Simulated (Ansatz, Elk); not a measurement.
# Bonding as seen by X-rays: BeGeBi2

The structure of BeGeBi2 used here is made up (a known structure type with other elements) and was relaxed beforehand with PBE. The aim is the Fourier transform of its all-electron density, F(hkl), set beside the sum over free spherical atoms that refinements use.

Method: DFT, PBE, all-electron APW+lo, Dirac cores, scalar-relativistic bands, static density, no spin, in Elk 11.2.3 (patched build).

The structure was built from a prototype and need not be the compound's stable phase.

## 1. Set-up

It takes space group I-42d (No. 122, tetragonal). The conventional cell has a = 6.110 Å, b = 6.110 Å, c = 12.372 Å, α = 90.00°, β = 90.00°, γ = 90.00°. Bi has 2 Be at 2.54 Å and 2 Ge at 2.79 Å nearest. Nearest to Ge lie 4 Bi at 2.79 Å. Nearest to Be lie 4 Bi at 2.54 Å. Farther neighbours are not listed.

## 2. Ground state and structure factors

An all-electron density is needed, since X-rays see the cores too. Task 0 finds the density and task 195 Fourier-transforms it; tshift is off so that phases refer to the origin typed.

The input, elk.in:

```
tasks
  0
  195

xctype
  20

spinpol
  .false.

rgkmax
  7.0

gmaxvr
  14.0

lmaxo
  7

lmaxapw
  8

swidth
  0.002

tshift
  .false.

ramdisk
  .false.

hmaxvr
  5.5

maxscl
  120

epspot
  1e-06

sppath
  './'

avec
  -5.77357412289 5.77357412289 11.68948309520
  5.77357412289 -5.77357412289 11.68948309520
  5.77357412289 5.77357412289 -11.68948309520

atoms
  3
  'Bi.in'
  4
  0.8750000000 0.4105461340 0.0355461340   0.000000 0.000000 0.000000
  0.3750000000 0.8394538660 0.9644538660   0.000000 0.000000 0.000000
  0.5894538660 0.6250000000 0.4644538660   0.000000 0.000000 0.000000
  0.1605461340 0.1250000000 0.5355461340   0.000000 0.000000 0.000000
  'Ge.in'
  2
  0.7500000000 0.2500000000 0.5000000000   0.000000 0.000000 0.000000
  0.0000000000 -0.0000000000 0.0000000000   0.000000 0.000000 0.000000
  'Be.in'
  2
  0.2500000000 0.7500000000 0.5000000000   0.000000 0.000000 0.000000
  0.5000000000 0.5000000000 -0.0000000000   0.000000 0.000000 0.000000

ngridk
  5 5 5
```

On the command line:

```console
> OMP_NUM_THREADS=4 elk
```

Numbers of over 12 decimals in the logs are rounded to 6 here.

Log:

```text
┌─────────────────────────┐
│ Elk code version 11.2.3 │
└─────────────────────────┘

All units are atomic (Hartree, Bohr, etc.)

┌─────────────────────────────────────────────────┐
│ Ground-state run starting from atomic densities │
└─────────────────────────────────────────────────┘

Lattice vectors :
  -5.773574123       5.773574123       11.68948310
   5.773574123      -5.773574123       11.68948310
   5.773574123       5.773574123      -11.68948310

Reciprocal lattice vectors :
 -0.9272273676E-17  0.5441330771      0.2687537702
  0.5441330771     -0.9272273676E-17  0.2687537702
  0.5441330771      0.5441330771     -0.1159211014E-16

Unit cell volume      :    1558.636313
Brillouin zone volume :   0.1591456656

Muffin-tin inner radius fraction :   0.1000000000E-01

Nuclei treated as point charges

Species : 1 (Bi)
 parameters loaded from : Bi.in
 name : bismuth
 nuclear charge    :   -83.00000000
 electronic charge :    83.00000000
 atomic mass :    380947.9285
 muffin-tin radius :    2.800000000
 number of radial points in muffin-tin :   1393
 inner part over the whole radius :   0.9976520004E-02
 number on inner part of muffin-tin    :   1001
 approximate nuclear radius :   0.1052171418E-03
 number of mesh points to nuclear radius :    526
 atomic positions (lattice), magnetic fields (Cartesian) :
  1 :   0.87500000  0.41054613  0.03554613    0.00000000  0.00000000  0.00000000
  2 :   0.37500000  0.83945387  0.96445387    0.00000000  0.00000000  0.00000000
  3 :   0.58945387  0.62500000  0.46445387    0.00000000  0.00000000  0.00000000
  4 :   0.16054613  0.12500000  0.53554613    0.00000000  0.00000000  0.00000000

Species : 2 (Ge)
 parameters loaded from : Ge.in
 name : germanium
 nuclear charge    :   -32.00000000
 electronic charge :    32.00000000
 atomic mass :    132414.6196
 muffin-tin radius :    2.400000000
 number of radial points in muffin-tin :    993
 inner part over the whole radius :   0.9906635991E-02
 number on inner part of muffin-tin    :    702
 approximate nuclear radius :   0.7637961215E-04
 number of mesh points to nuclear radius :    340
 atomic positions (lattice), magnetic fields (Cartesian) :
  1 :   0.75000000  0.25000000  0.50000000    0.00000000  0.00000000  0.00000000
  2 :   0.00000000  0.00000000  0.00000000    0.00000000  0.00000000  0.00000000

Species : 3 (Be)
 parameters loaded from : Be.in
 name : beryllium
 nuclear charge    :   -4.000000000
 electronic charge :    4.000000000
 atomic mass :    16428.20280
 muffin-tin radius :    1.800000000
 number of radial points in muffin-tin :    593
 inner part over the whole radius :   0.9826427374E-02
 number on inner part of muffin-tin    :    403
 approximate nuclear radius :   0.4290726161E-04
 number of mesh points to nuclear radius :    156
 atomic positions (lattice), magnetic fields (Cartesian) :
  1 :   0.25000000  0.75000000  0.50000000    0.00000000  0.00000000  0.00000000
  2 :   0.50000000  0.50000000  0.00000000    0.00000000  0.00000000  0.00000000

Total number of atoms per unit cell :    8
Total muffin-tin volume :    532.4790108
 ratio of muffin-tin to unit cell volume :   0.3416313392

Spin treatment :
 spin-unpolarised

Number of Bravais lattice symmetries :   16
Number of crystal symmetries         :    8
Crystal has no inversion symmetry
Complex Hermitian eigensolver will be used

k-point grid :      5     5     5
k-point offset :    0.000000000       0.000000000       0.000000000
k-point set is reduced with full crystal symmetry group
Total number of k-points :       24

Muffin-tin radius times maximum |G+k| :    7.000000000
 using average radius
Maximum |G+k| for APW functions       :    2.857142857
Maximum (1/2)|G+k|²                   :    4.081632653
Maximum |G| for potential and density :    14.00000000
Constant for pseudocharge density :   10
 order of it for each species :   17  17  17
 order of it for pair densities of each species (exact exchange by exxq0 0: 18) :   13   9   4
Radial integration step length :    1

[...]
total energy                :     -90559.459519410

Density of states at Fermi energy :    22.06632755
 (states/Hartree/unit cell)

Estimated indirect band gap :   0.4115224804E-02
 from k-point 7 to k-point 1
Estimated direct band gap   :   0.1402816478E-01
 at k-point 1

Charges :
 core                        :    312.0000000
 valence                     :    92.00000000
 interstitial                :    12.33394209
 muffin-tins (core leakage)
  species : 1 (Bi)
[...]
species : 2 (Ge)
[...]
species : 3 (Be)
[...]
total in muffin-tins        :    391.6660579
 total calculated charge     :    403.9933620
 total charge                :    404.0000000
 error                       :   0.6637993804E-02

RMS change in Kohn-Sham potential (target) :    3.110127369     (  0.1000000000E-05)
Absolute change in total energy (target)   :    3.970130499     (  0.1000000000E-03)

[... loops 3 to 15 left out ...]

┌──────────────────┐
│ Loop number : 16 │
└──────────────────┘

Energies :
 Fermi                       :     0.166339
 sum of occupied eigenvalues :     -55952.074617983
 electron kinetic            :      105301.46599046
 core electron kinetic       :      104391.60670031
 Coulomb                     :     -194095.20795093
 Coulomb potential           :     -158951.13217490
 nuclear-nuclear             :     -6280.8942451530
 electron-nuclear            :     -216762.35711222
 Hartree                     :      28948.043406437
 Madelung                    :     -114619.64186348
 xc potential                :     -2302.4084335419
 exchange                    :     -1736.3200836425
 correlation                 :     -23.819229407706
 electron entropic           :    -0.32584407120341E-03
 total energy                :     -90553.881599365

Density of states at Fermi energy :    26.49398505
 (states/Hartree/unit cell)

Estimated indirect band gap :   0.1964281193E-02
 from k-point 7 to k-point 8
Estimated direct band gap   :   0.1472579324E-01
 at k-point 1

Charges :
 core                        :    312.0000000
 valence                     :    92.00000000
 interstitial                :    12.17994900
 muffin-tins (core leakage)
  species : 1 (Bi)
[...]
species : 2 (Ge)
[...]
species : 3 (Be)
[...]
total in muffin-tins        :    391.8200510
 total calculated charge     :    403.9935700
 total charge                :    404.0000000
 error                       :   0.6430011038E-02

RMS change in Kohn-Sham potential (target) :   0.1174183270E-06 (  0.1000000000E-05)
Absolute change in total energy (target)   :   0.6591290003E-04 (  0.1000000000E-03)

Convergence targets achieved

┌──────────────────┐
│ Loop number : 17 │
└──────────────────┘

Energies :
 Fermi                       :     0.166339
 sum of occupied eigenvalues :     -55952.074613247
 electron kinetic            :      105301.46599201
 core electron kinetic       :      104391.60670057
 Coulomb                     :     -194095.20795008
 Coulomb potential           :     -158951.13217375
 nuclear-nuclear             :     -6280.8942451530
 electron-nuclear            :     -216762.35711067
 Hartree                     :      28948.043405741
 Madelung                    :     -114619.64186321
 xc potential                :     -2302.4084315079
 exchange                    :     -1736.3200835947
 correlation                 :     -23.819229414040
 electron entropic           :    -0.32584418267895E-03
 total energy                :     -90553.881596925

Density of states at Fermi energy :    26.49399540
 (states/Hartree/unit cell)

Estimated indirect band gap :   0.1964274400E-02
 from k-point 7 to k-point 8
Estimated direct band gap   :   0.1472579880E-01
 at k-point 1

Charges :
 core                        :    312.0000000
 valence                     :    92.00000000
 interstitial                :    12.17994899
 muffin-tins (core leakage)
  species : 1 (Bi)
[...]
species : 2 (Ge)
[...]
atom 2                    :    30.44597394     (  0.3326218863E-03)
  species : 3 (Be)
   atom 1                    :    2.714072829     (  0.1122110634E-02)
   atom 2                    :    2.714072829     (  0.1122110634E-02)
 total in muffin-tins        :    391.8200510
 total calculated charge     :    403.9935700
 total charge                :    404.0000000
 error                       :   0.6430011126E-02

┌──────────────────────────────┐
│ Self-consistent loop stopped │
└──────────────────────────────┘

Warning : core states of species 1 leak from the muffin-tin :   0.6848009015E-03

Warning : core states of species 2 leak from the muffin-tin :   0.3326218863E-03

Warning : core states of species 3 leak from the muffin-tin :   0.1122110634E-02

Wrote STATE.OUT
```

It took 2.4 min on 4 threads of Arm Neoverse V1, shared host; peak memory 0.38 GiB; 7 min of CPU time.

SFACRHO.OUT:

```text

h k l indices transformed by vhmat matrix:
   1.000000000       0.000000000       0.000000000    
   0.000000000       1.000000000       0.000000000    
   0.000000000       0.000000000       1.000000000    

      h      k      l  multipl.   |H|            Re(F)            Im(F)           |F|

      0      0      0      1   0.0000000       404.00000     -0.26697242E-15   404.00000    
      1      1     -1      2  0.53750754      0.70636853E-13 -0.19525538E-13  0.73285822E-13
     -1      0      1      4  0.60688499       1.8583772      -1.8583772       2.6281423    
     -1      0      0      4  0.60688499       1.8583772       1.8583772       2.6281423    
     -1      1      0      4  0.76952038     -0.21968399E-13 -0.59440730E-13  0.63370427E-13
      1      1     -2      4  0.93865647       61.527178       293.01475       299.40481    
      2      0     -1      4  0.93865647       61.527178      -293.01475       299.40481    
      1      2     -2      4  0.97269631       48.400759       48.400759       68.449010    
      2      1     -2      4  0.97269631       48.400759      -48.400759       68.449010    
      2      2     -2      2   1.0750151      -234.26722     -0.42690455E-12   234.26722    
      1     -1     -1      4   1.0882662      -219.46236      0.20491613E-12   219.46236    
      2      0      0      4   1.2137700     -0.37853242E-13  -14.006291       14.006291    
      2      0     -2      4   1.2137700     -0.21089663E-12   14.006291       14.006291    
      2     -1     -1      4   1.2460468       89.585763      -2.6570781       89.625158    
      1     -2      0      4   1.2460468       89.585763       2.6570781       89.625158    
      0      1      1      4   1.2460468       2.6570781      -89.585763       89.625158    
     -1      0      2      4   1.2460468       2.6570781       89.585763       89.625158    
      1      3     -2      4   1.3220511      0.53400109E-13 -0.11348522E-12  0.12542115E-12
```

Elk indexes on the primitive cell of elk.in and gives |H| = 4π sin θ/λ in inverse bohr. Below, one row stands for each form hkl of the conventional cell (m members, Friedel mates merged), F is for one primitive cell and the density is static (no thermal factor). Free-atom factors are Waasmaier and Kirfel's, and R is Σm||F|−|F'||/Σm|F|.

```tsv
hkl	m	sin θ/λ (Å⁻¹)	abs F, DFT	neutral atoms	diff.	abs of complex diff.
002	2	0.081	0.000	0.000	+0.000	0.000
101	8	0.091	2.628	2.733	-0.105	0.105
110	4	0.116	0.000	0.000	+0.000	0.000
112	8	0.141	299.405	299.193	+0.212	0.712
103	8	0.146	68.449	68.635	-0.186	0.186
004	2	0.162	234.267	234.797	-0.530	0.530
200	4	0.164	219.462	219.956	-0.494	0.494
202	8	0.182	14.006	14.059	-0.053	0.053
211	16	0.187	89.625	89.765	-0.139	0.140
114	8	0.199	0.000	0.000	+0.000	0.000
105	8	0.218	62.871	62.906	-0.036	0.036
213	16	0.220	59.329	59.321	+0.008	0.124
204	8	0.230	310.126	310.600	-0.474	0.474
220	4	0.231	296.353	296.786	-0.433	0.433
006	2	0.242	0.000	0.000	+0.000	0.000
222	8	0.245	0.000	0.000	+0.000	0.000
301	8	0.249	113.272	113.478	-0.206	0.206
310	8	0.259	25.058	25.078	-0.020	0.020
116	8	0.269	257.008	257.502	-0.494	0.625
312	16	0.271	232.097	232.569	-0.472	0.591
215	16	0.273	55.719	55.718	+0.002	0.118
303	8	0.274	49.988	49.899	+0.089	0.089
```

## 3. The highest occupied states alone

An energy window below the Fermi level keeps the highest occupied states, to see at which angles they scatter; shallow core shells can lie inside it and anion s states outside. No new self-consistency is needed.

elk.in, as its differences from that of step 2:

```diff
@@ -1,3 +1,2 @@
 tasks
-  0
   195
@@ -40,2 +39,5 @@
 
+wsfac
+  -0.274650 0.466340
+
 sppath
```

On the command line:

```console
> OMP_NUM_THREADS=4 elk
```

Log:

```text
┌─────────────────────────────────┐
│ Elk code version 11.2.3 started │
└─────────────────────────────────┘

Info(readinput): the functional depends on the density's gradient
 muffin-tin radial points multiplied by    2.00000
 (not where nrmtscf is given)

┌────────────────────┐
│ Current task : 195 │
└────────────────────┘

Info(sfacrho): density structure factors written to SFACRHO.OUT

 Energy window :  -0.2746500000      0.4663400000

┌──────────────────┐
│ Elk code stopped │
└──────────────────┘
```

Elapsed: 39 s, on 4 threads; peak memory 0.27 GiB.

States within 12 eV below the Fermi level hold 31.41 electrons; any levels below the window count with the cores, and a count that is not whole means the window cuts a band. Their amplitudes can exceed the total, where window and core parts have opposite phase:

```tsv
hkl	sin θ/λ (Å⁻¹)	abs F, window	abs F, all
002	0.081	0.000	0.000
101	0.091	0.421	2.628
110	0.116	0.000	0.000
112	0.141	7.496	299.405
103	0.146	1.429	68.449
004	0.162	0.619	234.267
200	0.164	0.389	219.462
202	0.182	0.075	14.006
211	0.187	0.799	89.625
114	0.199	0.000	0.000
```

## 4. Another functional

The difference from free atoms is small, so it is set against the change that LDA (Perdew-Wang) makes.

elk.in, as its differences from that of step 3:

```diff
@@ -1,2 +1,3 @@
 tasks
+  0
   195
@@ -4,3 +5,3 @@
 xctype
-  20
+  3
 
@@ -39,5 +40,2 @@
 
-wsfac
-  -0.274650 0.466340
-
 sppath
```

On the command line:

```console
> OMP_NUM_THREADS=4 elk
```

Log:

```text
┌─────────────────────────┐
│ Elk code version 11.2.3 │
└─────────────────────────┘

All units are atomic (Hartree, Bohr, etc.)

┌─────────────────────────────────────────────────┐
│ Ground-state run starting from atomic densities │
└─────────────────────────────────────────────────┘

Lattice vectors :
  -5.773574123       5.773574123       11.68948310
   5.773574123      -5.773574123       11.68948310
   5.773574123       5.773574123      -11.68948310

Reciprocal lattice vectors :
 -0.9272273676E-17  0.5441330771      0.2687537702
[...]
atom 2                    :    2.710323520     (  0.1216810882E-02)
 total in muffin-tins        :    391.8879411
 total calculated charge     :    403.9933550
 total charge                :    404.0000000
 error                       :   0.6645027630E-02

┌──────────────────────────────┐
│ Self-consistent loop stopped │
└──────────────────────────────┘

Warning : core states of species 1 leak from the muffin-tin :   0.6832877435E-03

Warning : core states of species 2 leak from the muffin-tin :   0.3363862266E-03

Warning : core states of species 3 leak from the muffin-tin :   0.1216810882E-02

Wrote STATE.OUT
[key lines of the parts left out:]
total energy                :     -90501.688990669
```

Run time: 1.7 min. Hardware: 4 threads; peak memory 0.31 GiB.

Against the first run R = 0.01 %; the largest change is -0.074 at 228.

## 5. A coarser k-mesh

About half the k-points along each axis test the sampling.

elk.in, as its differences from that of step 4:

```diff
@@ -5,3 +5,3 @@
 xctype
-  3
+  20
 
@@ -66,2 +66,2 @@
 ngridk
-  5 5 5
+  2 2 2
```

On the command line:

```console
> OMP_NUM_THREADS=4 elk
```

Log:

```text
┌─────────────────────────┐
│ Elk code version 11.2.3 │
└─────────────────────────┘

All units are atomic (Hartree, Bohr, etc.)

┌─────────────────────────────────────────────────┐
│ Ground-state run starting from atomic densities │
└─────────────────────────────────────────────────┘

Lattice vectors :
  -5.773574123       5.773574123       11.68948310
   5.773574123      -5.773574123       11.68948310
   5.773574123       5.773574123      -11.68948310

Reciprocal lattice vectors :
 -0.9272273676E-17  0.5441330771      0.2687537702
[...]
atom 2                    :    2.717237734     (  0.1123686502E-02)
 total in muffin-tins        :    391.8186911
 total calculated charge     :    403.9935625
 total charge                :    404.0000000
 error                       :   0.6437489561E-02

┌──────────────────────────────┐
│ Self-consistent loop stopped │
└──────────────────────────────┘

Warning : core states of species 1 leak from the muffin-tin :   0.6848877540E-03

Warning : core states of species 2 leak from the muffin-tin :   0.3331329406E-03

Warning : core states of species 3 leak from the muffin-tin :   0.1123686502E-02

Wrote STATE.OUT
[key lines of the parts left out:]
total energy                :     -90553.868622775
```

Elapsed: 68 s, on 4 threads; peak memory 0.38 GiB.

Against the first run R = 0.00 %; the largest change is +0.045 at 204.

## 6. Settings against the effect

```tsv
run	R against the first run (%)	R against neutral atoms, low angle (%)	wall time
PBE, rgkmax 7	0.00	0.16	2.4 min
LDA (Perdew-Wang)	0.01	0.15	1.7 min
k-mesh 2×2×2	0.00	0.15	68 s
```

## 7. What came out

| Quantity | Value |
| --- | --- |
| R against neutral atoms, sin θ/λ < 0.3 Å⁻¹ | 0.16 % |
| R against neutral atoms, 0.3 to 0.60 Å⁻¹ | 0.03 % |

Independent neutral atoms miss the calculated amplitudes by R = 0.16 % below 0.3 Å⁻¹ and 0.03 % from there to 0.60 Å⁻¹; by shells, 0.14 % below 0.15 Å⁻¹ (3 forms), 0.16 % 0.15 to 0.3 (18 forms), 0.05 % 0.3 to 0.45 (39 forms), 0.02 % above 0.45 (71 forms). Bonding, aspherical density and the tables' own atoms all enter these figures, and the runs don't part them. The largest change of an amplitude is -0.53 electrons, at 004. R counts amplitudes alone; phases shift too. The window's part falls from 31.4 electrons at the origin to at most 0.42 between 0.45 and 0.60 Å⁻¹. Below 0.3 Å⁻¹ the changes that finished (LDA (Perdew-Wang) and k-mesh 2×2×2) move F by R = 0.01 % at most, against the 0.16 % that separates it from free atoms. The basis has no finished test. Spin-orbit coupling is left out, which can matter for elements this heavy. Part of the difference isn't bonding: the tables are fits to free atoms and ions calculated by other methods than this functional. Thermal motion, anomalous dispersion and extinction are left out.

[Logs are printed without paths, hosts, clocks, repeated set-up lines and the standing remarks that a program may print on its own settings, such as how far it seeks lower states.]

[Hosts, paths, dates, database ids (printed as entryN), source tags and the programs' standing remarks are cut or masked in the printed files.]
